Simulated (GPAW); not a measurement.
# Near-edge structure at the Te K edge of YTe (P-6m2)

What does one-electron theory with a core hole give for the Te K edge of YTe (P-6m2)?

Main program and level: GPAW 26.7.0; X-ray absorption from dipole matrix elements to empty bands, plane-wave PAW LDA.

### Step 1. Set-up

The structure is hexagonal, space group P-6m2 (No. 187). Conventional cell: a = 4.109 Å, b = 4.109 Å, c = 4.062 Å, α = 90.00°, β = 90.00°, γ = 120.00°. Nearest to Te lie 6 Y at 3.12 Å. Nearest to Y lie 6 Te at 3.12 Å. Farther neighbours and most contacts between anions are not listed.

As a file:

```xyz
2
Lattice="4.1091 0.0000 0.0000 -2.0545 3.5586 0.0000 0.0000 0.0000 4.0617" Properties=species:S:1:pos:R:3 pbc="T T T"
Te    0.0000    2.3724    2.0308
Y     0.0000    0.0000    0.0000
```

### Step 2. The field without a hole

A plain self-consistent run shows whether there is a gap, which decides the set-up of the core-hole run.

File scf.py:

```python
import numpy as np
from ase import Atoms
from ase.parallel import parprint, paropen
from gpaw import GPAW, PW, FermiDirac, Mixer, MixerDif, setup_paths
from gpaw.test import gen
setup_paths.insert(0, '.')
gen('Te', name='nch1s', xcname='LDA', corehole=(1, 0, 0), write_xml=True)
from gpaw.mpi import world
world.barrier()

atoms = Atoms('TeY',
    cell=[[4.10909385, 0, 0],
     [-2.05454693, 3.55857966, 0],
     [0, 0, 4.06166601]],
    scaled_positions=[[0.33333333, 0.66666667, 0.5],
     [0, 0, 0]],
    pbc=True)
atoms.calc = calc = GPAW(legacy_gpaw=True, mode=PW(430, force_complex_dtype=True), xc='LDA', setups={0: 'nch1s'},
    kpts={'size': (7, 7, 6), 'gamma': True}, occupations=FermiDirac(0.05),
    charge=0, mixer=Mixer(0.1, 5, 50), maxiter=150,
    convergence={'density': 0.0001, 'eigenstates': 1e-6}, txt='scf.txt')
energy = atoms.get_potential_energy() + calc.get_reference_energy()
ef = calc.get_fermi_level()
out = dict(energy=energy, fermi=ef, forces=atoms.get_forces().tolist())
parprint(f'all-electron energy {energy:.4f} eV, Fermi level {ef:.4f} eV')
ev = np.array([[calc.get_eigenvalues(k, s) for k in range(len(calc.get_ibz_k_points()))] for s in range(calc.get_number_of_spins())])
out['homo'], out['lumo'], out['counts'] = ev[ev < ef].max(), ev[ev > ef].min(), sorted(set((ev < ef).sum((0, 2)).tolist()))
out['filled'] = (ev[:, 0] < ef).sum(1).tolist()
import json
with paropen('out.json', 'w') as f:
    json.dump(out, f)
```

The run is started by

```sh
OMP_NUM_THREADS=1 mpirun -n 2 gpaw python scf.py
```

Numbers of over 12 decimals in the logs are rounded to 6 here.

The program printed:

```text
Input parameters:
  convergence: {density: 0.0001,
                eigenstates: 1e-06}
  kpts: {gamma: True,
         size: (7, 7, 6)}
  maxiter: 150
  mixer: {backend: pulay,
          beta: 0.1,
          method: separate,
          nmaxold: 5,
          weight: 50}
  mode: {ecut: 430.0,
         force_complex_dtype: True,
         name: pw}
  occupations: {fixmagmom: False,
                name: fermi-dirac,
                width: 0.05}
  setups: {0: nch1s}

Initialize ...

[... PAW data sets ...]

Reference energy: -276625.382566  # eV

Spin-paired calculation

[... convergence settings ...]
Symmetries present (total): 2
  [... symmetry matrices ...]

294 k-points: 7 x 7 x 6 Monkhorst-Pack grid + [0.000000,0.000000,1/12]
100 k-points in the irreducible part of the Brillouin zone
       k-points in crystal coordinates                weights
   0:     0.00000000    0.00000000    0.00000000          1/294
   1:     0.00000000    0.00000000    0.16666667          2/294
   2:     0.00000000    0.00000000    0.33333333          2/294
   3:     0.00000000    0.00000000    0.50000000          1/294
   4:     0.00000000    0.14285714    0.00000000          2/294
   5:     0.00000000    0.14285714    0.16666667          4/294
   6:     0.00000000    0.14285714    0.33333333          4/294
   7:     0.00000000    0.14285714    0.50000000          2/294
   8:     0.00000000    0.28571429    0.00000000          2/294
   9:     0.00000000    0.28571429    0.16666667          4/294
          ...
  99:     0.42857143    0.42857143    0.50000000          2/294

Wave functions: Plane wave expansion
  Cutoff energy: 430.000 eV
  Number of coefficients (min, max): 1178, 1213
  Pulay-stress correction: 0.000000 eV/Ang^3 (de/decut=0.000000)
  Using FFTW library
  Wavefunction extrapolation:
    Improved wavefunction reuse through dual PAW basis

Occupation numbers: Fermi-Dirac:
  width: 0.0500  # eV

Eigensolver
   Davidson(niter=2)

Densities:
  Coarse grid: 20*20*20 grid
  Fine grid: 40*40*40 grid
  Total Charge: 0.000000

Density mixing:
  Method: separate
  Backend: pulay
  Linear mixing parameter: 0.1
  old densities: 5
  Width of damping distribution: 1.1
  Damping of long wavelength oscillations: 50

[... Hamiltonian set-up ...]
Number of atoms: 2
Number of atomic orbitals: 17
Number of bands in calculation: 15
Number of valence electrons: 17
Bands to converge: occupied

... initialized

Initializing position-dependent things.

Density initialized from atomic densities
Creating initial wave functions:
  15 bands from LCAO basis set

         Te

       Y

Atomic positions and initial magnetic moments

Positions:
   0 Te    -0.000000    2.372386    2.030833    ( 0.0000,  0.0000,  0.0000)
   1 Y      0.000000    0.000000    0.000000    ( 0.0000,  0.0000,  0.0000)

Unit cell:
           periodic     x           y           z      points  spacing
  1. axis:    yes    4.109094    0.000000    0.000000    20     0.1779
  2. axis:    yes   -2.054547    3.558580    0.000000    20     0.1779
  3. axis:    yes    0.000000    0.000000    4.061666    20     0.2031

  Lengths:   4.109094   4.109094   4.061666
  Angles:   90.000000  90.000000 120.000000

Effective grid spacing dv^(1/3) = 0.1951

iter:   1   -11.862018
iter:   2   -11.848398   -1.87  -1.39
iter:   3   -11.811333   -2.11  -1.43
iter:   4   -11.810484   -3.83  -1.74
iter:   5   -11.810923c  -3.09  -1.75
iter:   6   -11.810452c  -4.11  -2.38
iter:   7   -11.809860c  -4.25  -2.67
iter:   8   -11.809865c  -5.66  -3.23
iter:   9   -11.809862c  -6.07c -3.47
iter:  10   -11.809861c  -7.00c -3.75
iter:  11   -11.809861c  -7.85c -4.26c

Converged after 11 iterations.

Dipole moment: (-2.083385, 1.202843, 0.000000) |e|*Ang

Energy contributions relative to reference atoms: (reference = -276625.382566)

Kinetic:         +8.290129
Potential:       -8.107902
External:        +0.000000
XC:             -11.964158
Entropy (-ST):   -0.032155
Local:           -0.011853
SIC:             +0.000000
--------------------------
Free energy:    -11.825939
Extrapolated:   -11.809861

Showing only first 2 kpts
 Kpt  Band  Eigenvalues  Occupancy
  0     6      5.22133    2.00000
  0     7      5.38257    2.00000
  0     8      6.32447    2.00000
  0     9      8.91031    0.00000

  1     6      5.33015    2.00000
  1     7      5.33015    2.00000
  1     8      7.54631    0.08282
  1     9      8.91442    0.00000

Fermi level: 7.38921

No gap
No difference between direct/indirect transitions

Forces in eV/Ang:
  0 Te    0.00001   -0.00001    0.00000
  1 Y    -0.00000    0.00000    0.00000
Scalar-relativistic atomic LDA calculation for Te (Tellurium, Z=52)
Core hole in 1s state (1s occupation: 2.0)
750 radial gridpoints.
|------------------------------------------------|
|------------------------------------------------|
[... the atom generator's iteration count ...]

Energy contributions:
-------------------------
Kinetic:    +7100.534129
XC:          -169.800295
Potential: -13716.036721
-------------------------
Total:      -6785.302887

state      eigenvalue         ekin         rmax
-----------------------------------------------
1s^2.0 : -1159.499364  1477.979927        0.018
2s^2.0 :  -177.914127   308.802860        0.102
2p^6.0 :  -159.964965   291.747787        0.081
3s^2.0 :   -35.388430    89.168305        0.293
3p^6.0 :   -29.529919    82.706717        0.286
3d^10.0:   -20.591878    75.475207        0.238
4s^2.0 :    -6.020315    25.005627        0.701
4p^6.0 :    -4.197418    21.412968        0.737
4d^10.0:    -1.532718    15.146638        0.811
5s^2.0 :    -0.563619     3.926703        1.785
5p^4.0 :    -0.224650     2.336002        2.157
-----------------------------------------------
(units: Bohr and Hartree)

Generating PAW setup
Kinetic energy of the core from tauc = 7301.608833
Cutoffs:
rc(s)=2.230
rc(p)=2.260
rc(d)=2.340
rc(vbar)=2.160
rc(comp)=2.160
rc(nct)=2.340

Kinetic energy of the core states: 7083.336716
Charge: 0.0
Core electrons: 46.0
Valence electrons: 6.0
Pseudo-core charge: 1.904437
Shape function alpha=2.143
Pseudo-electron charge 8.604208
state    eigenvalue         norm
--------------------------------
5s(2) :    -0.563619     1.261507
*s    :     0.436381
5p(4) :    -0.224650     1.044190
*p    :     0.775350
*d    :     0.000000
--------------------------------

Diagonalizing with gridspacing h=0.050

state   all-electron     PAW
-------------------------------
5s:      -0.563619    -0.566817
5p:      -0.224650    -0.225887
*d:                    0.033165
*f:                    0.071329
-------------------------------
all-electron energy -276637.1924 eV, Fermi level 7.3892 eV
```

It took 9.7 s on 2 MPI ranks of Arm Neoverse V2, shared host; peak memory 0.18 GiB.

The mesh shows no gap, so the system is treated as a metal and the core electron is put at the Fermi level (neutral cell).

### Step 3. Spectrum without a core hole, Te atom 1

This cheap baseline ignores the attraction of the hole: it shows the absorber's empty states as they are in the ground state. The data set with a hole of occupation 0 only carries the core orbital.

The absorber has 6 Y at 3.12 Å (trigonal prismatic, site symmetry -6m2).

File xas.py:

```python
import numpy as np
from ase import Atoms
from ase.parallel import parprint, paropen
from gpaw import GPAW, PW, FermiDirac, Mixer, MixerDif, setup_paths
from gpaw.test import gen
setup_paths.insert(0, '.')
gen('Te', name='nch1s', xcname='LDA', corehole=(1, 0, 0), write_xml=True)
from gpaw.mpi import world
world.barrier()

atoms = Atoms('TeY',
    cell=[[4.10909385, 0, 0],
     [-2.05454693, 3.55857966, 0],
     [0, 0, 4.06166601]],
    scaled_positions=[[0.33333333, 0.66666667, 0.5],
     [0, 0, 0]],
    pbc=True)
atoms.calc = calc = GPAW(legacy_gpaw=True, mode=PW(430, force_complex_dtype=True), xc='LDA', setups={0: 'nch1s'},
    kpts={'size': (10, 10, 8), 'gamma': True}, occupations=FermiDirac(0.1),
    charge=0, mixer=Mixer(0.1, 5, 50), maxiter=150,
    convergence={'density': 0.0001, 'eigenstates': 1e-6}, txt='scf.txt')
energy = atoms.get_potential_energy() + calc.get_reference_energy()
ef = calc.get_fermi_level()
out = dict(energy=energy, fermi=ef, forces=atoms.get_forces().tolist())
parprint(f'all-electron energy {energy:.4f} eV, Fermi level {ef:.4f} eV')
ev = np.array([[calc.get_eigenvalues(k, s) for k in range(len(calc.get_ibz_k_points()))] for s in range(calc.get_number_of_spins())])
out['homo'], out['lumo'], out['counts'] = ev[ev < ef].max(), ev[ev > ef].min(), sorted(set((ev < ef).sum((0, 2)).tolist()))
out['filled'] = (ev[:, 0] < ef).sum(1).tolist()

from ase.units import Ha
from gpaw.xas import dipole_matrix_elements
nb = int(calc.get_number_of_electrons() / 2) + 44
top = nb
nscf = calc.fixed_density(kpts={'size': (7, 7, 6), 'gamma': True},
    convergence={'eigenstates': 1.0}, txt='nscf.txt')
nscf.diagonalize_full_hamiltonian(nbands=nb)
cell = atoms.cell.array
ops = [cell.T @ U.T @ np.linalg.inv(cell.T) for U in nscf.wfs.kd.symmetry.op_scc]
E = np.arange(-25, 34, 0.1)
fwhm = np.interp(E, [4, 25], [9.89, 9.89])
Y, X, zero, highest = 0, 0, 1e9, 1e9
for spin in range(nscf.get_number_of_spins()):
    wfs = nscf.wfs
    A = dipole_matrix_elements(wfs.setups[0])
    eps = np.zeros((wfs.kd.nibzkpts, nb))
    d = np.zeros((3, A.shape[1], wfs.kd.nibzkpts, nb), complex)
    for kpt in wfs.kpt_u:
        if kpt.s == spin and 0 in kpt.P_ani:
            eps[kpt.k] = kpt.eps_n * Ha
            d[:, :, kpt.k] = (kpt.weight * wfs.nspins / 2) ** 0.5 * np.inner(A, kpt.P_ani[0])
    world.sum(eps)
    world.sum(d)
    T = np.einsum('amkn,bmkn->abkn', d, d.conj()).real
    T = sum(np.einsum('ai,ijkn,bj->abkn', R, T, R) for R in ops) / len(ops)
    empty = eps > ef
    zero, highest = min(zero, eps[empty].min()), min(highest, eps[:, top - 1].min())
    lines = [(eps, T, empty)] if spin == 0 else lines + [(eps, T, empty)]
for eps, T, empty in lines:
    f = np.einsum('aakn->akn', T).reshape(3, -1)
    x = eps.ravel() - zero
    w = np.interp(x, E, fwhm) / 2.35482
    g = np.exp(-0.5 * ((E[:, None] - x) / w) ** 2) / (w * (2 * np.pi) ** 0.5)
    Y = Y + (f * empty.ravel()) @ g.T
    X = X + (f * ~empty.ravel()) @ g.T
out.update(E=E.round(2).tolist(), xas=Y.tolist(), xes=X.tolist(), zero=zero, valid=highest - zero, nk=len(eps), nb=nb)
for i in range(0, len(E), 10):
    parprint(f'{E[i]:7.2f}', *(f'{v:10.3e}' for v in Y[:, i]))
import json
with paropen('out.json', 'w') as f:
    json.dump(out, f)
```

The run is started by

```sh
OMP_NUM_THREADS=1 mpirun -n 2 gpaw python xas.py
```

The program printed:

```text
Input parameters:
  convergence: {density: 0.0001,
                eigenstates: 1e-06}
  kpts: {gamma: True,
         size: (10, 10, 8)}
  maxiter: 150
  mixer: {backend: pulay,
          beta: 0.1,
          method: separate,
          nmaxold: 5,
          weight: 50}
  mode: {ecut: 430.0,
         force_complex_dtype: True,
         name: pw}
  occupations: {fixmagmom: False,
                name: fermi-dirac,
[...]
*p    :     0.775350
*d    :     0.000000
--------------------------------

Diagonalizing with gridspacing h=0.050

state   all-electron     PAW
-------------------------------
5s:      -0.563619    -0.566817
5p:      -0.224650    -0.225887
*d:                    0.033165
*f:                    0.071329
-------------------------------
all-electron energy -276637.2158 eV, Fermi level 7.3697 eV
[...]
32.00  1.119e-08  1.120e-08  1.105e-08
  33.00  1.026e-08  1.027e-08  1.007e-08
[key lines of the parts left out:]
Converged after 11 iterations.
Dipole moment: (-2.077590, 1.199497, 0.000000) |e|*Ang
Free energy:    -11.871945
Fermi level: 7.36968
```

Run time: 3.3 min. Hardware: 2 MPI ranks; peak memory 0.45 GiB; 6.7 min of CPU time.

The Te K spectrum, Te atom 1, no core hole (energy from the lowest empty level; intensity scaled to a mean of 1 over the first 20 eV; polarised curves are means over the symmetry-equivalent atoms):

```
E (eV)  isotropic  ε ⊥ c  ε ∥ c
  -2.0       0.28   0.28   0.27
  -1.5       0.33   0.33   0.32
  -1.0       0.38   0.38   0.37
  -0.5       0.44   0.44   0.43
   0.0       0.50   0.50   0.49
   0.5       0.56   0.56   0.56
   1.0       0.63   0.63   0.63
   1.5       0.69   0.69   0.70
   2.0       0.76   0.76   0.77
   2.5       0.82   0.82   0.84
   3.0       0.89   0.88   0.91
   3.5       0.95   0.94   0.97
   4.0       1.00   0.99   1.03
   4.5       1.05   1.04   1.09
   5.0       1.10   1.08   1.14
   5.5       1.13   1.11   1.18
   6.0       1.17   1.14   1.21
   6.5       1.19   1.16   1.24
   7.0       1.20   1.18   1.26
   7.5       1.21   1.19   1.26
   8.0       1.21   1.19   1.26
   8.5       1.21   1.19   1.26
   9.0       1.20   1.18   1.24
   9.5       1.18   1.16   1.22
  10.0       1.16   1.15   1.20
  10.5       1.14   1.13   1.17
  11.0       1.12   1.11   1.14
  11.5       1.09   1.08   1.11
  12.0       1.07   1.06   1.07
  12.5       1.04   1.04   1.04
  13.0       1.01   1.01   1.02
  13.5       0.99   0.99   0.99
  14.0       0.97   0.98   0.97
  14.5       0.96   0.96   0.95
  15.0       0.94   0.95   0.93
  15.5       0.93   0.94   0.92
  16.0       0.93   0.93   0.92
  16.5       0.93   0.93   0.92
  17.0       0.93   0.93   0.92
  17.5       0.93   0.94   0.93
  18.0       0.94   0.94   0.93
  18.5       0.95   0.95   0.95
  19.0       0.96   0.96   0.96
  19.5       0.98   0.98   0.98
  20.0       0.99   0.99   1.00
  20.5       1.01   1.01   1.01
  21.0       1.03   1.02   1.03
  21.5       1.04   1.04   1.05
  22.0       1.06   1.05   1.07
  22.5       1.07   1.07   1.08
  23.0       1.09   1.08   1.10
  23.5       1.10   1.09   1.11
  24.0       1.10   1.10   1.12
  24.5       1.11   1.10   1.12
  25.0       1.11   1.10   1.12
  25.5       1.11   1.10   1.12
  26.0       1.11   1.10   1.12
  26.5       1.10   1.09   1.11
  27.0       1.09   1.08   1.10
  27.5       1.07   1.07   1.08
  28.0       1.05   1.05   1.06
  28.5       1.03   1.03   1.04
  29.0       1.01   1.01   1.01
  29.5       0.98   0.98   0.99
  30.0       0.96   0.96   0.96
  30.5       0.93   0.93   0.93
  31.0       0.90   0.90   0.89
  31.5       0.87   0.87   0.86
  32.0       0.83   0.84   0.82
```

Main maxima below 28 eV (height): 7.8 eV (1.21) and 25.0 eV (1.11). A K edge sees empty p states on the absorber.

The same matrix elements for filled bands give the Te K emission of Te atom 1 (ground-state approximation; energy from the lowest empty level, largest value 1):

```
E (eV)  emission
-24.00      0.00
-23.25      0.00
-22.50      0.00
-21.75      0.00
-21.00      0.00
-20.25      0.00
-19.50      0.00
-18.75      0.00
-18.00      0.00
-17.25      0.01
-16.50      0.01
-15.75      0.02
-15.00      0.03
-14.25      0.04
-13.50      0.06
-12.75      0.09
-12.00      0.13
-11.25      0.19
-10.50      0.25
 -9.75      0.33
 -9.00      0.42
 -8.25      0.52
 -7.50      0.63
 -6.75      0.73
 -6.00      0.83
 -5.25      0.91
 -4.50      0.96
 -3.75      1.00
 -3.00      1.00
 -2.25      0.97
 -1.50      0.91
 -0.75      0.83
  0.00      0.74
  0.75      0.64
  1.50      0.53
  2.25      0.43
  3.00      0.34
```

Emission maxima: -3.4 eV (1.00).

### Step 4. Supercell without a hole, the energy reference

The photon energy needs a difference of total energies, so the cell and mesh of the coming hole run are first run without a hole.

scf.py: that of step 2 with these lines changed.

```diff
@@ -10,11 +10,15 @@
 
-atoms = Atoms('TeY',
-    cell=[[4.10909385, 0, 0],
-     [-2.05454693, 3.55857966, 0],
-     [0, 0, 4.06166601]],
-    scaled_positions=[[0.33333333, 0.66666667, 0.5],
-     [0, 0, 0]],
+atoms = Atoms('Te3Y3',
+    cell=[[4.10909385, 0, 4.06166601],
+     [-2.05454693, 3.55857966, 4.06166601],
+     [-2.05454693, -3.55857966, 4.06166601]],
+    scaled_positions=[[0.16666667, 0.5, 0.83333333],
+     [0.5, 0.83333333, 0.16666667],
+     [0.83333333, 0.16666667, 0.5],
+     [0, 0, 0],
+     [0.33333333, 0.33333333, 0.33333333],
+     [0.66666667, 0.66666667, 0.66666667]],
     pbc=True)
 atoms.calc = calc = GPAW(legacy_gpaw=True, mode=PW(430, force_complex_dtype=True), xc='LDA', setups={0: 'nch1s'},
-    kpts={'size': (7, 7, 6), 'gamma': True}, occupations=FermiDirac(0.05),
+    kpts={'size': (4, 4, 4), 'gamma': True}, occupations=FermiDirac(0.1),
     charge=0, mixer=Mixer(0.1, 5, 50), maxiter=150,
```

The run is started by

```sh
OMP_NUM_THREADS=1 mpirun -n 2 gpaw python scf.py
```

The program printed:

```text
Input parameters:
  convergence: {density: 0.0001,
                eigenstates: 1e-06}
  kpts: {gamma: True,
         size: (4, 4, 4)}
  maxiter: 150
  mixer: {backend: pulay,
          beta: 0.1,
          method: separate,
          nmaxold: 5,
          weight: 50}
  mode: {ecut: 430.0,
         force_complex_dtype: True,
         name: pw}
  occupations: {fixmagmom: False,
                name: fermi-dirac,
[...]
5s(2) :    -0.563619     1.261507
*s    :     0.436381
5p(4) :    -0.224650     1.044190
*p    :     0.775350
*d    :     0.000000
--------------------------------

Diagonalizing with gridspacing h=0.050

state   all-electron     PAW
-------------------------------
5s:      -0.563619    -0.566817
5p:      -0.224650    -0.225887
*d:                    0.033165
*f:                    0.071329
-------------------------------
all-electron energy -829911.6309 eV, Fermi level 7.3749 eV
[key lines of the parts left out:]
Converged after 13 iterations.
Dipole moment: (-0.000000, -0.000000, -0.000000) |e|*Ang
Free energy:    -35.604916
Fermi level: 7.37489
```

It took 34 s on 2 MPI ranks; peak memory 0.26 GiB; 68 s of CPU time.

Reference energy: -829911.631 eV with the cores included.

[end of part 1 of 3]

[Banner, clock and machine lines of the logs are left out without a mark of their own.]

[Logs are printed without paths, hosts, clocks, repeated set-up lines and the standing remarks that a program may print on its own settings, such as how far it seeks lower states.]

[Hosts, paths, dates, database ids (printed as entryN), source tags and the programs' standing remarks are cut or masked in the printed files.]

[Lists of maxima count a maximum above −3 eV only where it reaches 4 % of the highest in the window and stands out from its surroundings by 2 % of it (1.5 % where it reaches 55 %); shoulders and weaker maxima are passed over, and of the rest the first, up to two pre-edge ones and the few strongest are named.]
